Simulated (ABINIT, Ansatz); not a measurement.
## KCl (Sylvite): changed settings of a GW run in ABINIT

What do changed inputs do to GW on KCl (Sylvite)?

Calculated with ABINIT 10.8.3; PBE and many-body steps on it, plane waves.

Most raw output is cut from this account.

## 1. The starting structure

The structure is cubic, space group Fm-3m (No. 225). Conventional cell: a = 6.293 Å, b = 6.293 Å, c = 6.293 Å, α = 90.00°, β = 90.00°, γ = 90.00°. Nearest to K lie 6 Cl at 3.15 Å. Nearest to Cl lie 6 K at 3.15 Å. Farther neighbours and most contacts between anions are not listed.

The cell and positions come from the Crystallography Open Database and are kept as given unless a step says otherwise.

## 2. Screening, 4×4×4 mesh, 83 bands, screening to 141.5 eV

This step: ABINIT 10.8.3; RPA screening on PBE, plane waves, norm-conserving pseudopotentials.

The RPA dielectric matrix is built and inverted for each q.

Input file run.abi:

```
acell 3*1.0 Angstrom
rprim 
  -0.000000000000 3.146470000000 3.146470000000
  3.146470000000 0.000000000000 3.146470000000
  3.146470000000 3.146470000000 -0.000000000000
ntypat 2
znucl 19 17
natom 2
typat 1 2
xred 
  0.000000000000 0.000000000000 0.000000000000
  0.500000000000 0.500000000000 0.500000000000
pp_dirpath "pseudos"
pseudos "K.upf, Cl.upf"
ecut 33
ngkpt 4 4 4
nshiftk 1
shiftk 0 0 0
kptopt 1
chksymbreak 0
istwfk *1
occopt 1
irdwfk 1
optdriver 3
nband 83
ecuteps 5.2
inclvkb 2
awtr 1
symchi 1
indata_prefix "in"
outdata_prefix "out"
tmpdata_prefix "tmp"
```

Command:

```bash
> OMP_NUM_THREADS=1 mpirun -n 4 abinit run.abi > log
```

Run time: 31 s. Hardware: 4 MPI ranks of Intel Xeon Platinum 8259CL at 2.50GHz (Skylake/Cascade Lake), shared host; peak memory 0.89 GiB.

This step gave:

```
ε∞ with local fields, on this mesh, along the program's q direction : 2.177
the same without local fields                                       : 2.583
plasma frequency                                                    : 18.82 eV
plane waves in the screening matrix                                 : 259
```

Local fields lower ε∞ by 16 %.

## 3. Base

The self-energy is evaluated for the states that the input lists, and the levels follow from it, in one-shot runs by the linearised quasiparticle equation.

This step: G0W0 on PBE, plane waves, norm-conserving pseudopotentials.

Edit run.abi of step 2 so:

```diff
@@ -23,8 +23,15 @@
 irdwfk 1
-optdriver 3
+optdriver 4
 nband 83
+gwcalctyp 0
+ecutsigx 33
+symsigma 1
+nkptgw 1
+kptgw 
+  0.0000000000 0.0000000000 0.0000000000
+bdgw 
+  6 12
 ecuteps 5.2
-inclvkb 2
-awtr 1
-symchi 1
+irdscr 1
+ppmodel 1
 indata_prefix "in"
```

The job ended after 9.3 s (4 MPI ranks; peak memory 0.94 GiB).

Numbers from this step:

* G0W0 gap on the points computed: 7.965 eV
* starting gap on the mesh: 5.190 eV
* k of the valence top: 0, 0, 0
* k of the conduction bottom: 0, 0, 0
* Z at the valence top: 0.811
* Z at the conduction bottom: 0.874
* least direct G0W0 gap on the computed points: 7.965 eV

The gap on the mesh goes from 5.19 eV to 7.96 eV, a correction of +2.78 eV.

## 4. Scissors in G

Edit run.abi of step 3 so:

```diff
@@ -36,2 +36,3 @@
 ppmodel 1
+mbpt_sciss 0.5 eV
 indata_prefix "in"
```

It took 8.7 s on 4 MPI ranks; peak memory 0.78 GiB.

Numbers from this step:

- G0W0 gap on the points computed: 8.005 eV
- starting gap on the mesh: 5.190 eV
- k of the valence top: 0, 0, 0
- k of the conduction bottom: 0, 0, 0
- Z at the valence top: 0.812
- Z at the conduction bottom: 0.874
- least direct G0W0 gap on the computed points: 8.005 eV

## 5. Another k mesh than the file's

Edit run.abi of step 4 so:

```diff
@@ -15,3 +15,3 @@
 ecut 33
-ngkpt 4 4 4
+ngkpt 5 5 5
 nshiftk 1
@@ -36,3 +36,2 @@
 ppmodel 1
-mbpt_sciss 0.5 eV
 indata_prefix "in"
```

Wall time 2.5 s (4 MPI ranks); peak memory 0.06 GiB; 6.8 s of CPU time.

The run stopped with an error after 2.5 s.

The program's words: Cannot continue, basic dimensions/parameters reported in the header do not agree with input file. Check consistency between the content of the WFK external file and the input file.

The fault put into this input: another k mesh than the file's.

## 6. The runs together

Times are wall times on 4 MPI ranks of Intel Xeon Platinum 8259CL at 2.50GHz (Skylake/Cascade Lake), shared host, good to a factor of about two. A run's time includes the screening step that it read.

| run | mesh | bands | screening cutoff (eV) | DFT gap (eV) | gap on the mesh (eV) | direct (eV) | ε∞ used | time |
| --- | --- | --- | --- | --- | --- | --- | --- | --- |
| base | 4×4×4 | 83 | 141.5 | 5.190 | 7.965 | 7.965 | 2.18 | 41 s |
| scissors in G | 4×4×4 | 83 | 141.5 | 5.190 | 8.005 | 8.005 | 2.18 | 40 s |

## 7. What came out

```yaml
base: 7.965 eV
scissors_in_g: 8.005 eV
known_limits: not at the basis limit
```

Scissors in G: +0.040 eV against base (keys changed: mbpt_sciss). Bands and cutoff are finite, so the gap is not at the basis limit. The miss can reach some tenths of an eV and take either sign; the mesh is an error of its own. In the first G0W0 run levels were corrected at 1 k point alone, so a gap called «on the mesh» is the least over those, and an edge elsewhere would be missed.

[Paths, hosts, dates, memory and timing lines, banners, echoed tables and standing remarks are left out of the program output.]

[Logs are printed without paths, hosts, clocks, repeated set-up lines and the standing remarks that a program may print on its own settings, such as how far it seeks lower states.]

[Runs of the session that timed out or met a known fault of the program may be left out.]

[No measured gap is set beside runs whose start may be inverted or whose files or cutoffs have a known fault.]

[Hosts, paths, dates, database ids (printed as entryN), source tags and the programs' standing remarks are cut or masked in the printed files.]

[G0W0 gaps are taken among the corrected bands and points alone; a level outside them can change the order at an edge.]

[Where Ansatz stands beside ABINIT at settings called matched, ABINIT's density can come from a denser mesh and the files from another edition; pairs whose starting gaps differed by over 0.03 eV were left out, so agreement reads better than it is.]
